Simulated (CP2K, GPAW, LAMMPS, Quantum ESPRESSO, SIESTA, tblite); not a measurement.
**Glassy 29TiO2-71Al2O3 (mol %) (137 atoms), the geometry as built**

137 atoms (9 Ti, 44 Al, 84 O) placed at random at 3.12 g/cm³, melted at 4000 K for 10 ps at fixed volume with the Morse and Coulomb pair potential with partial charges (Pedone, Malavasi, Menziani, Cormack and Segre, J. Phys. Chem. B 110, 11780 (2006)). Quenched from 4000 K to 300 K at 300 K/ps and fixed volume, held 10 ps at zero pressure.

Geometry: the geometry as built. Computed with Quantum ESPRESSO 7.5: Kohn-Sham DFT, PBE, SSSP efficiency 1.3.0 pseudopotentials, plane waves; sssp-1.3.0-efficiency; 60/480 Ry; levels smeared at 580 K; Γ point; density 3.38 g/cm³.

Cell vectors (Å):

```
11.336 0.000 0.000
0.000 11.336 0.000
0.000 0.000 11.336
```

Positions in Å, forces in eV/Å:

```csv
atom,x,y,z,fx,fy,fz
Ti1,5.131,9.996,0.775,-0.747,-0.910,0.045
Ti2,2.705,4.808,4.213,0.332,-1.221,-0.529
Ti3,9.477,10.666,7.116,0.711,0.173,0.119
Ti4,10.387,2.559,3.754,1.751,0.415,1.409
Ti5,7.960,2.528,7.174,0.534,-0.535,-0.310
Ti6,3.167,1.215,4.438,-1.417,-0.435,0.422
Ti7,1.127,1.878,9.956,1.719,-0.605,-1.120
Ti8,2.149,2.684,1.955,-0.916,-0.408,-0.448
Ti9,5.827,5.850,2.837,-0.027,-0.027,1.165
Al10,0.326,5.033,9.981,-0.242,0.991,0.212
Al11,4.773,10.757,9.240,-0.629,0.821,1.262
Al12,8.066,2.978,1.081,0.287,2.367,0.909
Al13,9.579,2.502,9.601,1.358,-0.104,-2.116
Al14,7.675,8.138,8.044,-1.699,0.268,0.170
Al15,8.078,11.047,1.105,-0.410,-1.053,1.351
Al16,1.702,5.470,6.913,-0.109,-1.779,-0.609
Al17,2.163,1.846,7.285,1.272,0.591,1.132
Al18,8.905,11.008,4.195,-0.268,2.222,-1.375
Al19,3.337,4.189,9.066,1.270,-0.353,0.489
Al20,7.413,8.805,2.727,0.316,0.016,0.787
Al21,0.585,0.425,3.081,0.791,-0.326,-0.366
Al22,10.790,11.027,11.128,0.289,0.269,-0.760
Al23,9.475,5.717,7.868,-0.449,-0.103,-1.908
Al24,5.126,7.837,9.263,1.873,1.539,1.759
Al25,1.939,7.384,9.049,1.877,1.344,-0.166
Al26,0.376,5.709,2.026,0.183,1.165,-1.010
Al27,6.562,1.536,10.094,-1.255,-2.365,0.338
Al28,10.913,7.471,11.263,0.835,0.938,1.460
Al29,1.597,10.375,7.809,0.781,0.703,-0.032
Al30,3.907,6.371,11.210,1.553,3.369,1.255
Al31,2.097,9.856,4.617,-1.355,0.050,-3.752
Al32,4.814,3.880,0.459,0.168,0.110,-1.892
Al33,9.091,7.928,5.313,-0.877,-0.292,1.155
Al34,5.078,1.287,7.153,-2.154,0.385,-3.683
Al35,6.612,5.219,8.755,-0.746,1.787,0.682
Al36,7.441,2.600,3.728,0.725,-0.146,1.746
Al37,4.545,9.895,6.805,0.652,1.763,-0.064
Al38,4.578,8.828,4.025,-0.577,1.230,-0.072
Al39,7.891,10.063,9.946,-2.260,-0.772,-0.334
Al40,2.108,9.899,10.786,-0.397,1.083,0.161
Al41,2.734,8.211,2.101,0.989,1.446,-1.026
Al42,6.093,11.331,4.538,-2.889,-0.846,0.179
Al43,11.051,3.603,6.890,0.252,-2.185,-0.869
Al44,8.969,5.218,10.970,0.132,0.053,0.764
Al45,0.491,8.345,6.684,-0.363,0.710,-0.672
Al46,7.273,7.237,0.039,-0.543,0.646,-2.002
Al47,5.136,1.788,2.109,1.079,-1.284,1.922
Al48,0.289,9.352,1.877,-0.091,0.527,-3.365
Al49,8.692,6.067,2.721,-0.444,0.256,-1.522
Al50,7.677,5.019,5.461,-1.310,-0.826,-0.001
Al51,10.776,5.692,4.966,0.451,-0.211,1.168
Al52,4.958,4.308,6.640,-0.539,-1.856,0.343
Al53,5.858,7.248,5.795,0.714,0.125,0.544
O54,7.400,5.284,3.707,-0.186,-0.391,-0.058
O55,2.347,0.837,2.593,0.413,1.826,-1.345
O56,5.890,2.838,10.916,-0.437,1.302,1.052
O57,5.255,5.339,1.246,-0.567,0.643,-1.355
O58,10.579,3.589,5.187,-0.065,1.352,-0.218
O59,2.913,2.531,8.877,-0.944,-1.297,0.097
O60,3.913,9.987,10.637,0.022,0.940,-0.644
O61,8.638,0.843,6.651,0.006,0.802,-0.433
O62,10.558,1.130,10.062,-0.139,-0.660,0.066
O63,0.741,6.899,10.091,-1.351,-1.272,0.461
O64,3.341,4.819,6.264,-0.251,0.550,0.185
O65,8.641,7.738,3.639,0.144,0.128,-0.961
O66,8.957,2.801,2.855,-2.096,0.678,-2.935
O67,5.611,7.325,3.972,0.043,0.391,0.336
O68,7.454,8.380,9.865,0.313,0.119,0.698
O69,7.714,1.316,0.819,-0.366,0.463,-0.755
O70,1.818,4.868,2.546,0.172,-0.891,-0.391
O71,7.440,8.000,6.187,0.062,0.258,-0.072
O72,3.635,7.095,9.441,-2.204,-1.044,0.416
O73,0.172,3.341,9.541,-1.899,0.459,-0.521
O74,4.401,9.113,2.195,0.482,-0.492,-0.176
O75,11.070,9.801,7.575,0.127,-0.666,0.034
O76,9.070,5.902,5.655,1.809,1.391,0.334
O77,7.128,7.153,1.811,0.382,0.390,0.905
O78,1.742,9.529,6.170,-1.265,-1.354,3.851
O79,8.221,10.073,8.230,-0.112,-0.684,-0.652
O80,5.048,4.447,8.406,-0.726,-0.051,0.268
O81,4.624,8.494,5.947,0.144,-2.745,-1.320
O82,3.676,10.477,4.632,2.530,-0.011,0.079
O83,7.129,5.714,10.361,1.127,-1.058,-0.064
O84,1.982,9.414,1.097,-0.397,0.695,0.735
O85,1.888,5.024,8.697,-0.798,1.832,0.143
O86,1.251,5.535,5.032,-1.275,1.120,1.641
O87,1.434,0.206,10.465,0.043,-3.198,1.690
O88,3.665,4.779,10.697,0.368,-2.488,0.299
O89,5.389,7.705,11.102,-0.288,-0.959,-0.493
O90,11.135,11.196,1.485,0.067,0.240,1.071
O91,4.903,1.129,3.834,2.036,1.248,-1.513
O92,1.871,9.249,9.172,-0.322,-1.736,-0.611
O93,1.160,0.691,7.940,-1.746,-0.044,0.701
O94,6.386,10.981,10.430,0.184,0.523,-0.678
O95,3.532,1.712,6.283,2.370,0.168,-0.271
O96,10.855,7.589,5.492,-0.571,-0.268,-0.741
O97,6.053,5.442,6.022,0.552,1.514,-0.928
O98,6.141,6.962,8.173,0.970,-1.348,-1.070
O99,0.479,2.466,2.725,-1.017,-0.377,-0.147
O100,9.150,7.362,7.999,1.706,0.543,-0.587
O101,9.045,3.367,10.941,-1.056,0.337,1.226
O102,7.892,4.610,7.730,0.569,-0.077,-0.799
O103,11.155,5.284,0.422,0.322,-0.479,-0.904
O104,0.196,7.555,1.815,-0.235,-0.396,-0.359
O105,4.390,5.130,3.758,1.380,0.241,-0.460
O106,10.303,0.751,3.931,-0.100,-0.604,1.181
O107,9.280,7.002,0.052,-2.746,0.407,0.379
O108,11.159,9.274,11.206,0.112,-0.754,-0.151
O109,3.476,10.852,7.768,-0.334,-0.034,1.087
O110,6.068,2.649,6.768,-0.670,1.851,-0.377
O111,5.012,0.281,1.359,0.171,0.053,-0.633
O112,8.674,10.367,2.614,0.152,-1.457,0.216
O113,7.442,0.882,4.133,2.982,0.198,0.020
O114,1.289,3.146,6.789,0.257,1.874,-0.923
O115,6.422,9.731,4.002,-0.438,-1.055,-0.753
O116,9.861,5.287,9.439,1.579,-0.741,1.534
O117,1.612,7.201,7.377,-0.254,-0.079,-0.984
O118,8.995,10.626,11.058,1.664,0.168,-0.036
O119,1.680,2.599,0.175,0.402,0.579,1.860
O120,10.399,5.538,3.206,-0.793,0.014,0.430
O121,5.645,11.255,6.215,0.425,-0.928,0.757
O122,9.273,9.906,5.459,-0.161,-1.755,0.296
O123,2.748,3.011,4.091,0.084,-0.234,-0.628
O124,6.467,2.922,2.387,-0.735,0.674,-1.189
O125,2.821,6.976,1.036,0.414,-2.531,-1.516
O126,9.774,2.837,7.653,-1.532,-0.608,2.055
O127,3.950,2.853,1.541,-0.212,0.708,-0.049
O128,11.084,5.269,7.117,-0.140,2.147,-0.123
O129,5.375,0.998,8.706,0.583,-0.021,4.549
O130,8.336,4.917,1.286,-0.140,-0.802,1.331
O131,7.833,1.931,9.017,1.593,0.550,-0.608
O132,5.392,9.371,8.423,0.146,-0.542,-1.542
O133,1.592,0.525,4.854,-1.811,-0.766,0.324
O134,7.894,3.322,5.264,0.149,-1.125,0.731
O135,6.896,9.629,1.182,1.050,-0.129,-0.215
O136,0.753,9.973,3.381,0.401,-0.144,2.566
O137,2.783,8.211,3.778,-0.309,0.197,2.642
```

The quench rate of 300 K/ps is many orders above laboratory rates, so the cell is likely richer in defects and strain than a real sample. The network of bonds at the start is that of the classical potential that made the cell, and needn't be the one that DFT or experiment would give. The classical run held zero pressure, yet DFT finds 12 GPa in this frame, which points to a density or bond lengths far off those of this functional. Only the Γ point is sampled, in a cell whose shortest periodic width is 11 Å.

The r.m.s. force component is 1.12 eV/Å; the longest force, 4.59 eV/Å, acts on O129.

[Logs are printed without paths, hosts, clocks, repeated set-up lines and the standing remarks that a program may print on its own settings, such as how far it seeks lower states.]

[Hosts, paths, dates, database ids (printed as entryN), source tags and the programs' standing remarks are cut or masked in the printed files.]
